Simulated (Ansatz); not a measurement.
# How Co(0001) screens a field

Wanted: the response of a Co(0001) slab to a perpendicular field.

Calculated with Ansatz 0.2.0; plane-wave DFT, PBE, Ansatz PAW.

**1. Set-up**

The cell holds 6 atoms: 6 Co. Its edges and angles: a = 2.510 Å, b = 2.510 Å, c = 28.178 Å, α = 90.0°, β = 90.0°, γ = 60.0°. Vacuum lies along c.

**2. Single point, field 0**

A sawtooth potential applies the field, turning back in the middle of the vacuum. With the dipole correction the typed value is the field outside the slab. The induced dipole is small, so the SCF threshold is tight.

input.yaml reads:

```yaml
crystal:
  lattice:
    - [2.51, 0.0, 0.0]
    - [1.255, 2.1737237635, 0.0]
    - [0.0, 0.0, 28.17805]
  atoms:
    - { symbol: Co, position: [0.6666666667, 0.6666666667, 0.3193975453], spin: 1.7 }
    - { symbol: Co, position: [0.0, 0.0, 0.3916385272], spin: 1.7 }
    - { symbol: Co, position: [0.6666666667, 0.6666666667, 0.4638795091], spin: 1.7 }
    - { symbol: Co, position: [0.0, 0.0, 0.5361204909], spin: 1.7 }
    - { symbol: Co, position: [0.6666666667, 0.6666666667, 0.6083614728], spin: 1.7 }
    - { symbol: Co, position: [0.0, 0.0, 0.6806024547], spin: 1.7 }
magnetization:
  spin_polarized: true
kpoints:
  mp_grid: { grid: [24, 24, 1] }
hamiltonian:
  xc: pbe
scf:
  occupations: { method: fermi_dirac, width: 0.1 }
  convergence: { dr2_threshold: 1.0e-10 }
efield:
  axis: 3
  dipole_correction: true
  ramp_position: 0.97
  ramp_width: 0.06
  amplitude: 0
output:
  forces: true
  write_potential: true
  write_density: true
  volumetric_format: npy
```

Run with:

```sh
$ ansatz run input.yaml --threads 4 --pin off --max-ram 6144MiB --backend cpu --events-out ev --progress --plain --runs-dir out
```

Standard output:

```text
Engine: ansatz 0.2.0, x86_64-unknown-linux-gnu
Pseudopotentials: kind: paw
Pseudopotential: Co, paw, valence charge 17, recommended cutoff 420 eV (normal), Co.paw.azcp
Functional definition: PBE
  parameter kappa = 0.804
  parameter beta = 0.066725
  exchange = pbe_x(kappa = kappa, mu = beta*pi^2/3)
  correlation = pbe_c(beta = beta)
Crystal: 6 atoms, lattice volume = 153.741 Å³
Basis set: ecut = 420 eV, 3017 PW (Γ), exchange–correlation on 36×36×384 points (8 copies of the dense FFT grid, shifted against one another)
Bands: 68, of which v1, the nominal top of the filled ones, is band 51 counted from 1 (50 counted from 0)
Symmetry: 6 space group operations
k-points: 61 of 576 (time reversal used)
Non-local potential: Co, projectors of the file, l = 0: 3, l = 1: 2, l = 2: 3, l = 3: 1
PAW form: soft (Blöchl's): semilocal exchange-correlation on the pseudo side does not see the compensation charge
PAW one-centre angular grid: Co, 590 points (default); XC on 64 Gauss nodes
Initial density: superposition of atomic densities (neutral atoms: chi_scale 0, normalization atom)
Starting moments: Σ|m| = 10.2 μB on 6 of 6 sites
Initial wavefunctions: pseudopotential atomic-orbital guess
Functional: x = pbe(κ = 0.804, μ = 0.219515), c = pbe(β = 0.066725)
SCF iter   1: F=—  HF=-30753.118093 eV  |F-HF|=—  |Δ(HF+E_count)|=         —  Δρ=6.83e-2 (↑1.68e-2 ↓6.83e-2)  dr2=9.98e0  dr2_m=1.97e0  M=10.719 μB ∫|m|=11.085 μB  β_m=1.00  ethr=3.10e-3  p=0.000 e·Å  D=6.08e-13 V/Å  ΔV_dip=-0.00 eV  dr2_dipole=5.49e-8  V_vac-E_F(+/−)=7.51/7.51 eV  ⟨swp⟩=10.3  Hψ=41223  notcnv=0  defer=168
Mixer restart at iter 1: flushing history
efield: sawtooth ramp at fractional position 0.9700 (set: `efield.ramp_position`, or a place that a band, a saddle search or an elastic batch's reference lends), width 0.0600; the density the first Hamiltonian is built on has a dipole p = 0.000 e·Å; the dipole correction subtracts the counter field D = 6.08e-13 V/Å, which shifts the + side's vacuum level by -0.00 eV against the − side's; the planar-averaged density in the ramp window peaks in size at 3.5e-6 e/Å³
preconditioner: auto → LDOS  [metal: Δε(μ)=0.003 eV  Ē_g=7.445 eV  σ=0.100 eV  W_gap=0.01  n_scr=22 (ndim 8)  ℏωp=22.0 eV  f_vac=0.521  D(μ)=6.31/eV (n_scr^D=24)]
spin=Collinear: LDOS preconditioning applied to the charge; magnetization (m = ρ↑ − ρ↓) channel mixes plain (no charge-response kernel on spin).
SCF iter   2: F=—  HF=-30751.813799 eV  |F-HF|=—  |Δ(HF+E_count)|=    1.30e0  Δρ=1.45e-2 (↑1.45e-2 ↓8.59e-3)  dr2=6.74e-1  dr2_m=1.37e-1  M=10.643 μB ∫|m|=11.465 μB  β_m=0.33  ethr=3.10e-3  p=-0.000 e·Å  D=-8.31e-6 V/Å  ΔV_dip=0.00 eV  dr2_dipole=6.46e-8  V_vac-E_F(+/−)=6.52/6.52 eV  ⟨swp⟩=2.7  Hψ=14755  notcnv=0  defer=348
density mixer auto → msr1: a metal under ldos (density of states about μ 2.93 of a free-electron gas's, 22 screened modes)
SCF iter   3: F=—  HF=-30753.615111 eV  |F-HF|=—  |Δ(HF+E_count)|=    1.80e0  Δρ=6.96e-3 (↑6.96e-3 ↓6.81e-3)  dr2=1.17e-1  dr2_m=5.25e-2  M=10.466 μB ∫|m|=11.401 μB  β_m=0.48  ethr=6.61e-4  p=0.000 e·Å  D=7.82e-6 V/Å  ΔV_dip=-0.00 eV  dr2_dipole=1.08e-8  V_vac-E_F(+/−)=5.95/5.95 eV  ⟨swp⟩=2.9  Hψ=13733  notcnv=0  defer=345
SCF iter   4: F=—  HF=-30755.082613 eV  |F-HF|=—  |Δ(HF+E_count)|=    1.47e0  Δρ=8.15e-3 (↑4.84e-3 ↓8.15e-3)  dr2=1.12e-1  dr2_m=3.12e-2  M=10.229 μB ∫|m|=11.243 μB  β_m=0.53  ethr=1.15e-4  p=0.000 e·Å  D=6.51e-6 V/Å  ΔV_dip=-0.00 eV  dr2_dipole=1.18e-9  V_vac-E_F(+/−)=5.37/5.37 eV  ⟨swp⟩=3.2  Hψ=17770  notcnv=0  defer=324
SCF iter   5: F=—  HF=-30755.413990 eV  |F-HF|=—  |Δ(HF+E_count)|=   3.31e-1  Δρ=2.22e-3 (↑1.92e-3 ↓2.22e-3)  dr2=2.04e-2  dr2_m=9.90e-4  M=10.128 μB ∫|m|=11.127 μB  β_m=0.77  ethr=1.10e-4  p=0.000 e·Å  D=5.44e-6 V/Å  ΔV_dip=-0.00 eV  dr2_dipole=8.59e-9  V_vac-E_F(+/−)=5.21/5.21 eV  ⟨swp⟩=2.1  Hψ=15246  notcnv=0  defer=381
SCF iter   6: F=—  HF=-30755.488426 eV  |F-HF|=—  |Δ(HF+E_count)|=   7.44e-2  Δρ=2.36e-3 (↑2.36e-3 ↓1.49e-3)  dr2=1.72e-2  dr2_m=6.97e-4  M=10.074 μB ∫|m|=11.104 μB  β_m=0.67  ethr=2.00e-5  p=-0.000 e·Å  D=-2.38e-6 V/Å  ΔV_dip=0.00 eV  dr2_dipole=6.22e-8  V_vac-E_F(+/−)=5.09/5.09 eV  ⟨swp⟩=2.8  Hψ=17997  notcnv=0  defer=392
SCF iter   7: F=—  HF=-30755.491327 eV  |F-HF|=—  |Δ(HF+E_count)|=   2.90e-3  Δρ=6.21e-4 (↑4.07e-4 ↓6.21e-4)  dr2=1.40e-3  dr2_m=4.75e-5  M=10.048 μB ∫|m|=11.090 μB  β_m=0.59  ethr=1.69e-5  p=0.000 e·Å  D=1.90e-7 V/Å  ΔV_dip=-0.00 eV  dr2_dipole=6.36e-9  V_vac-E_F(+/−)=5.02/5.02 eV  ⟨swp⟩=2.5  Hψ=15441  notcnv=0  defer=407
SCF iter   8: F=—  HF=-30755.490637 eV  |F-HF|=—  |Δ(HF+E_count)|=   6.90e-4  Δρ=1.89e-4 (↑1.47e-4 ↓1.89e-4)  dr2=6.21e-5  dr2_m=1.80e-5  M=10.044 μB ∫|m|=11.090 μB  β_m=0.79  ethr=1.37e-6  p=-0.000 e·Å  D=-6.61e-7 V/Å  ΔV_dip=0.00 eV  dr2_dipole=3.97e-10  V_vac-E_F(+/−)=4.99/4.99 eV  ⟨swp⟩=2.6  Hψ=14088  notcnv=0  defer=410
SCF iter   9: F=—  HF=-30755.491079 eV  |F-HF|=—  |Δ(HF+E_count)|=   4.42e-4  Δρ=1.17e-4 (↑4.11e-5 ↓1.17e-4)  dr2=1.57e-5  dr2_m=5.37e-6  M=10.048 μB ∫|m|=11.095 μB  β_m=0.80  ethr=6.09e-8  p=-0.000 e·Å  D=-3.03e-8 V/Å  ΔV_dip=0.00 eV  dr2_dipole=1.87e-9  V_vac-E_F(+/−)=4.99/4.99 eV  ⟨swp⟩=3.0  Hψ=16655  notcnv=0  defer=409
SCF iter  10: F=—  HF=-30755.491087 eV  |F-HF|=—  |Δ(HF+E_count)|=   7.84e-6  Δρ=6.78e-5 (↑2.69e-5 ↓6.78e-5)  dr2=1.04e-5  dr2_m=7.67e-7  M=10.049 μB ∫|m|=11.096 μB  β_m=0.71  ethr=1.54e-8  p=-0.000 e·Å  D=-4.99e-7 V/Å  ΔV_dip=0.00 eV  dr2_dipole=9.00e-9  V_vac-E_F(+/−)=4.98/4.98 eV  ⟨swp⟩=2.2  Hψ=12901  notcnv=0  defer=409
SCF iter  11: F=—  HF=-30755.491088 eV  |F-HF|=—  |Δ(HF+E_count)|=   1.21e-6  Δρ=1.88e-5 (↑1.88e-5 ↓1.23e-5)  dr2=9.23e-7  dr2_m=5.93e-8  M=10.049 μB ∫|m|=11.096 μB  β_m=0.63  ethr=1.02e-8  p=0.000 e·Å  D=4.51e-7 V/Å  ΔV_dip=-0.00 eV  dr2_dipole=7.07e-9  V_vac-E_F(+/−)=4.98/4.98 eV  ⟨swp⟩=2.1  Hψ=12539  notcnv=0  defer=408
SCF iter  12: F=—  HF=-30755.491088 eV  |F-HF|=—  |Δ(HF+E_count)|=   1.84e-7  Δρ=9.14e-6 (↑4.11e-6 ↓9.14e-6)  dr2=1.94e-7  dr2_m=2.67e-8  M=10.049 μB ∫|m|=11.096 μB  β_m=0.64  ethr=9.05e-10  p=-0.000 e·Å  D=-3.47e-7 V/Å  ΔV_dip=0.00 eV  dr2_dipole=3.45e-9  V_vac-E_F(+/−)=4.98/4.98 eV  ⟨swp⟩=2.5  Hψ=13764  notcnv=0  defer=409
SCF iter  13: F=—  HF=-30755.491088 eV  |F-HF|=—  |Δ(HF+E_count)|=   2.93e-8  Δρ=5.20e-6 (↑3.17e-6 ↓5.20e-6)  dr2=7.20e-8  dr2_m=4.60e-9  M=10.049 μB ∫|m|=11.097 μB  β_m=0.59  ethr=1.90e-10  p=0.000 e·Å  D=3.32e-7 V/Å  ΔV_dip=-0.00 eV  dr2_dipole=2.03e-9  V_vac-E_F(+/−)=4.98/4.98 eV  ⟨swp⟩=2.1  Hψ=11333  notcnv=0  defer=409
SCF iter  14: F=—  HF=-30755.491088 eV  |F-HF|=—  |Δ(HF+E_count)|=   4.47e-9  Δρ=1.75e-6 (↑1.75e-6 ↓1.75e-6)  dr2=1.19e-8  dr2_m=7.92e-10  M=10.049 μB ∫|m|=11.097 μB  β_m=0.53  ethr=7.06e-11  p=-0.000 e·Å  D=-2.40e-7 V/Å  ΔV_dip=0.00 eV  dr2_dipole=1.49e-9  V_vac-E_F(+/−)=4.98/4.98 eV  ⟨swp⟩=2.6  Hψ=15222  notcnv=0  defer=409
SCF iter  15: F=—  HF=-30755.491088 eV  |F-HF|=—  |Δ(HF+E_count)|=   1.18e-8  Δρ=8.76e-7 (↑6.37e-7 ↓8.76e-7)  dr2=1.99e-9  dr2_m=2.45e-10  M=10.049 μB ∫|m|=11.097 μB  β_m=0.62  ethr=1.17e-11  p=-0.000 e·Å  D=-1.99e-8 V/Å  ΔV_dip=0.00 eV  dr2_dipole=3.76e-11  V_vac-E_F(+/−)=4.98/4.98 eV  ⟨swp⟩=2.3  Hψ=11576  notcnv=0  defer=409
SCF iter  16: F=—  HF=-30755.491088 eV  |F-HF|=—  |Δ(HF+E_count)|=   4.13e-9  Δρ=3.96e-7 (↑3.96e-7 ↓3.57e-7)  dr2=3.70e-10  dr2_m=9.50e-11  M=10.049 μB ∫|m|=11.097 μB  β_m=0.64  ethr=1.95e-12  p=-0.000 e·Å  D=-5.21e-8 V/Å  ΔV_dip=0.00 eV  dr2_dipole=6.75e-11  V_vac-E_F(+/−)=4.98/4.98 eV  ⟨swp⟩=2.9  Hψ=16852  notcnv=0  defer=409
SCF iter  17: F=—  HF=-30755.491088 eV  |F-HF|=—  |Δ(HF+E_count)|=  6.48e-10  Δρ=1.79e-7 (↑1.74e-7 ↓1.79e-7)  dr2=9.10e-11  dr2_m=2.56e-11  M=10.049 μB ∫|m|=11.097 μB  β_m=0.65  ethr=1.00e-12  p=0.000 e·Å  D=1.79e-8 V/Å  ΔV_dip=-0.00 eV  dr2_dipole=9.21e-12  V_vac-E_F(+/−)=4.98/4.98 eV  ⟨swp⟩=2.5  Hψ=12267  notcnv=0  defer=409
SCF iter  18: F=—  HF=-30755.491088 eV  |F-HF|=—  |Δ(HF+E_count)|=  9.02e-10  Δρ=1.83e-7 (↑1.05e-7 ↓1.83e-7)  dr2=1.03e-10  dr2_m=2.99e-12  M=10.049 μB ∫|m|=11.097 μB  β_m=0.60  ethr=1.00e-12  p=0.000 e·Å  D=7.72e-9 V/Å  ΔV_dip=-0.00 eV  dr2_dipole=1.35e-12  V_vac-E_F(+/−)=4.98/4.98 eV  ⟨swp⟩=1.5  Hψ=9237  notcnv=0  defer=409
SCF iter  19: F=-30755.491088 eV  HF=-30755.491088 eV  |F-HF|=3.20e-10  |Δ(HF+E_count)|=   1.53e-9  Δρ=5.42e-8 (↑3.60e-8 ↓5.42e-8)  dr2=1.35e-11  dr2_m=2.78e-13  M=10.049 μB ∫|m|=11.097 μB  ethr=1.00e-12  p=0.000 e·Å  D=8.46e-10 V/Å  ΔV_dip=-0.00 eV  dr2_dipole=3.08e-12  V_vac-E_F(+/−)=4.98/4.98 eV  ⟨swp⟩=15.3  Hψ=51034  notcnv=0
SCF 1 converged in 19 iterations: F = -30755.491088 eV  dr2 = 1.35e-11
  greatest PAW one-centre occupation: 1.002 electrons in one spin orbital (limit 2), on the Co atom at site 5 (counted from 0), in its partial waves of l = 1
WARN: The output density's exchange-correlation potential varies sharply where the density is thin. Do not read a vacuum level from v_tot or v_xc, or from such a field of the output density. On a cell that repeats whose density bears no net charge and no dipole along the vacuum's axis use v_es (v_loc + v_h of the components); under efield.dipole_correction with no amplitude use v_es + v_field, which holds any externa [...]
SCF converged after 19 iterations
Magnetization: 10.0490 μB (56.0245 up, 45.9755 down)
Absolute magnetization: 11.0997 μB (∫|ρ↑−ρ↓|, with the PAW one-centre terms)
Spin contamination: 0.2125 ħ² per cell (⟨S²⟩ above its minimum at these occupations)
Per-site moments (μB) at R_I (Å): [(1.811308, 1.030734), (1.739639, 1.030734), (1.700233, 1.030734), (1.700233, 1.030734), (1.739639, 1.030734), (1.811308, 1.030734)]
Free energy (F): -30755.491088 eV
Harris-Foulkes:  -30755.491088 eV  (|F-HF|=3.20e-10)
Internal energy: -30755.287222 eV  (E = F + TS)
E sigma→0 (E₀):  -30755.389155 eV
Entropy (-TS):   -0.203867 eV (-33.978 meV/atom)
Fermi energy:    5.145580 eV
Dipole field:    D = 0.000003 V/Å  (p = 0.000002 e·Å, saw-weighted, corrected)
Work function:   Φ+ = 4.9822 eV   Φ− = 4.9822 eV
Levels:          The Fermi level and band energies are counted from a zero that moves with the ramp; work functions are not
--- Per-component energies (eV) ---
  E_band       = -2839.600506
  E_kinetic    = 2713.384567
  E_local      = -281494.656514  (includes V_loc(G=0)·N_el)
  E_nonlocal   = 2730.018886
  E_hartree    = 138686.063549
  E_xc         = -949.275922
  E_vxc        = -1224.566416  (∫ρ·V_xc dr)
  E_paw        = -9093.768145  (= ΣΔE_a)
  E_vpaw       = -2935.909111  (= ΣTr[D̂ρ^β])
  E_aug_tail   = 0.000479  (compensation charges beyond the density's cutoff)
  E_efield     = 0.000000  (sawtooth field / dipole correction)
  E_vefield    = 0.000000  (∫n·V_field dr)
  E_ewald      = 116652.945880
  E_smearing   = -0.203867  (= −TS)
  E_closure    = 0.000000  (closes the sum)
  Σ components = -30755.491088   (vs F -30755.491088, Δ=0.00e0)
--- Forces (eV/Å), atoms counted from 1 ---
  atom   1  Co     0.00000000    -0.00000000     0.45294276
  atom   2  Co     0.00000000     0.00000000    -0.37531619
  atom   3  Co    -0.00000000    -0.00000000     0.14640544
  atom   4  Co     0.00000000     0.00000000    -0.14640571
  atom   5  Co    -0.00000000    -0.00000000     0.37531612
  atom   6  Co    -0.00000000    -0.00000000    -0.45294279
  max |Σ_I F_I| component: 3.67e-7 eV/Å
--- Band table (eV; the first three rows and the last of 122) ---
  k-point 0 ↑: bands = [... 47 lower, 3.2846, 3.2846, 3.5160, 3.5160, 3.8098, 3.8098, 4.0343, 4.0343, ... 13 higher]
  k-point 1 ↑: bands = [... 47 lower, 3.2695, 3.2721, 3.5080, 3.5189, 3.7842, 3.8044, 3.9605, 4.0183, ... 13 higher]
  k-point 2 ↑: bands = [... 47 lower, 3.2194, 3.2407, 3.4517, 3.4874, 3.6295, 3.7568, 3.7898, 4.0144, ... 13 higher]
  k-point 60 ↓: bands = [... 47 lower, 5.9157, 5.9157, 6.0257, 6.0745, 6.0745, 6.1615, 6.1615, 10.5074, ... 13 higher]
```

Run time: 57 s. Hardware: 4 threads of Intel Xeon Platinum 8559C (Emerald Rapids), shared host; peak memory 1.3 GiB.

Read from the output:

```yaml
energy_at_zero_smearing: -30755.3892 eV
total_moment: 10.05 μB
site_moments: 1.811, 1.740, 1.700, 1.700, 1.740, 1.811 μB
work_function_upper_face: 4.982 eV
dipole_along_the_normal: 2.29e-6 e·Å
```

Running mean over 2.03561 Å of the planar mean; the ramp of the sawtooth is left out. Electron's electrostatic potential energy less the Fermi level against z:

| z (Å) | electron's electrostatic potential energy less the Fermi level (eV) |
| --- | --- |
| 4 | 4.98 |
| 5 | 4.98 |
| 6 | 4.92 |
| 7 | 4.20 |
| 8 | -3.45 |
| 9 | -10.3 |
| 10 | -10.5 |
| 11 | -10.5 |
| 12 | -10.5 |
| 13 | -10.5 |
| 14 | -10.5 |
| 15 | -10.5 |
| 16 | -10.5 |
| 17 | -10.5 |
| 18 | -10.5 |
| 19 | -10.4 |
| 20 | -5.55 |
| 21 | 3.74 |
| 22 | 4.88 |
| 23 | 4.97 |
| 24 | 4.98 |
| 25 | 4.98 |

Site moment by atom:

| atom | site moment (μB) |
| --- | --- |
| Co1 | 1.81 |
| Co2 | 1.74 |
| Co3 | 1.70 |
| Co4 | 1.70 |
| Co5 | 1.74 |
| Co6 | 1.81 |

Force by atom:

| atom | x (eV/Å) | y (eV/Å) | z (eV/Å) | size |
| --- | --- | --- | --- | --- |
| Co1 | 0.000 | 0.000 | 0.453 | 0.453 |
| Co2 | 0.000 | 0.000 | -0.375 | 0.375 |
| Co3 | 0.000 | 0.000 | 0.146 | 0.146 |
| Co4 | 0.000 | 0.000 | -0.146 | 0.146 |
| Co5 | 0.000 | 0.000 | 0.375 | 0.375 |
| Co6 | 0.000 | 0.000 | -0.453 | 0.453 |

The work function of the upper face is 4.98 eV.

**3. Single point, field 0.05 V/Å**

Changes to input.yaml since step 2:

```diff
@@ -26,3 +26,3 @@
   ramp_width: 0.06
-  amplitude: 0
+  amplitude: 0.05
 output:
```

Standard output:

```text
[...]
Crystal: 6 atoms, lattice volume = 153.741 Å³
Basis set: ecut = 420 eV, 3017 PW (Γ), exchange–correlation on 36×36×384 points (8 copies of the dense FFT grid, shifted against one another)
Bands: 68, of which v1, the nominal top of the filled ones, is band 51 counted from 1 (50 counted from 0)
Symmetry: 6 space group operations
[...]
k-point 1 ↑: bands = [... 47 lower, 3.2693, 3.2720, 3.5078, 3.5188, 3.7841, 3.8043, 3.9604, 4.0181, ... 13 higher]
  k-point 2 ↑: bands = [... 47 lower, 3.2193, 3.2406, 3.4515, 3.4873, 3.6294, 3.7567, 3.7897, 4.0143, ... 13 higher]
  k-point 60 ↓: bands = [... 47 lower, 5.9147, 5.9164, 6.0255, 6.0743, 6.0744, 6.1614, 6.1614, 10.5073, ... 13 higher]
[key lines of the parts left out:]
SCF converged after 19 iterations
Magnetization: 10.0490 μB (56.0245 up, 45.9755 down)
Free energy (F): -30755.491601 eV
Fermi energy:    5.145468 eV
Dipole field:    D = 0.024132 V/Å  (p = 0.020503 e·Å, saw-weighted, corrected)
```

Wall time 57 s (4 threads); peak memory 1.3 GiB.

The dipole is 0.0205 e·Å.

**4. Atoms held, field -0.05 V/Å**

Changes to input.yaml since step 3:

```diff
@@ -26,3 +26,3 @@
   ramp_width: 0.06
-  amplitude: 0.05
+  amplitude: -0.05
 output:
```

Standard output:

```text
[...]
Crystal: 6 atoms, lattice volume = 153.741 Å³
Basis set: ecut = 420 eV, 3017 PW (Γ), exchange–correlation on 36×36×384 points (8 copies of the dense FFT grid, shifted against one another)
Bands: 68, of which v1, the nominal top of the filled ones, is band 51 counted from 1 (50 counted from 0)
Symmetry: 6 space group operations
[...]
k-point 1 ↑: bands = [... 47 lower, 3.2693, 3.2720, 3.5078, 3.5188, 3.7841, 3.8043, 3.9604, 4.0181, ... 13 higher]
  k-point 2 ↑: bands = [... 47 lower, 3.2193, 3.2406, 3.4515, 3.4873, 3.6294, 3.7567, 3.7897, 4.0143, ... 13 higher]
  k-point 60 ↓: bands = [... 47 lower, 5.9147, 5.9164, 6.0255, 6.0743, 6.0744, 6.1614, 6.1614, 10.5073, ... 13 higher]
[key lines of the parts left out:]
SCF converged after 19 iterations
Magnetization: 10.0490 μB (56.0245 up, 45.9755 down)
Free energy (F): -30755.491601 eV
Fermi energy:    5.145468 eV
Dipole field:    D = -0.024131 V/Å  (p = -0.020503 e·Å, saw-weighted, corrected)
```

Wall time 57 s (4 threads); peak memory 1.3 GiB.

The dipole is -0.0205 e·Å.

**5. Atoms held, field 0.1 V/Å**

Changes to input.yaml since step 4:

```diff
@@ -26,3 +26,3 @@
   ramp_width: 0.06
-  amplitude: -0.05
+  amplitude: 0.1
 output:
```

Standard output:

```text
[...]
Crystal: 6 atoms, lattice volume = 153.741 Å³
Basis set: ecut = 420 eV, 3017 PW (Γ), exchange–correlation on 36×36×384 points (8 copies of the dense FFT grid, shifted against one another)
Bands: 68, of which v1, the nominal top of the filled ones, is band 51 counted from 1 (50 counted from 0)
Symmetry: 6 space group operations
[...]
k-point 1 ↑: bands = [... 47 lower, 3.2690, 3.2716, 3.5075, 3.5185, 3.7837, 3.8040, 3.9600, 4.0178, ... 13 higher]
  k-point 2 ↑: bands = [... 47 lower, 3.2190, 3.2402, 3.4512, 3.4870, 3.6290, 3.7564, 3.7894, 4.0140, ... 13 higher]
  k-point 60 ↓: bands = [... 47 lower, 5.9135, 5.9170, 6.0252, 6.0740, 6.0741, 6.1610, 6.1611, 10.5070, ... 13 higher]
[key lines of the parts left out:]
SCF converged after 19 iterations
Magnetization: 10.0490 μB (56.0245 up, 45.9755 down)
Free energy (F): -30755.493139 eV
Fermi energy:    5.145132 eV
Dipole field:    D = 0.048265 V/Å  (p = 0.041007 e·Å, saw-weighted, corrected)
```

Wall time 56 s (4 threads); peak memory 1.3 GiB; 3.5 min of CPU time.

The dipole is 0.0410 e·Å.

**6. Atoms held, field -0.1 V/Å**

Changes to input.yaml since step 5:

```diff
@@ -26,3 +26,3 @@
   ramp_width: 0.06
-  amplitude: 0.1
+  amplitude: -0.1
 output:
```

Standard output:

```text
[...]
Crystal: 6 atoms, lattice volume = 153.741 Å³
Basis set: ecut = 420 eV, 3017 PW (Γ), exchange–correlation on 36×36×384 points (8 copies of the dense FFT grid, shifted against one another)
Bands: 68, of which v1, the nominal top of the filled ones, is band 51 counted from 1 (50 counted from 0)
Symmetry: 6 space group operations
[...]
k-point 1 ↑: bands = [... 47 lower, 3.2690, 3.2716, 3.5075, 3.5185, 3.7837, 3.8040, 3.9600, 4.0178, ... 13 higher]
  k-point 2 ↑: bands = [... 47 lower, 3.2190, 3.2402, 3.4512, 3.4870, 3.6290, 3.7564, 3.7894, 4.0140, ... 13 higher]
  k-point 60 ↓: bands = [... 47 lower, 5.9135, 5.9170, 6.0252, 6.0740, 6.0741, 6.1610, 6.1611, 10.5070, ... 13 higher]
[key lines of the parts left out:]
SCF converged after 19 iterations
Magnetization: 10.0490 μB (56.0245 up, 45.9755 down)
Free energy (F): -30755.493139 eV
Fermi energy:    5.145130 eV
Dipole field:    D = -0.048273 V/Å  (p = -0.041014 e·Å, saw-weighted, corrected)
```

Wall time 57 s (4 threads); peak memory 1.3 GiB.

The dipole is -0.0410 e·Å.

(Continued in part 2 of 2.)

[Long decimals in the printed logs are rounded to 6 places.]

[Logs are printed without paths, hosts, clocks, repeated set-up lines and the standing remarks that a program may print on its own settings, such as how far it seeks lower states.]

[Hosts, paths, dates, database ids (printed as entryN), source tags and the programs' standing remarks are cut or masked in the printed files.]

[Maps of the electrostatic potential energy from Ansatz leave out the sawtooth potential of an applied field or a dipole correction, so their vacuum need not be flat; planar profiles and work functions include it.]
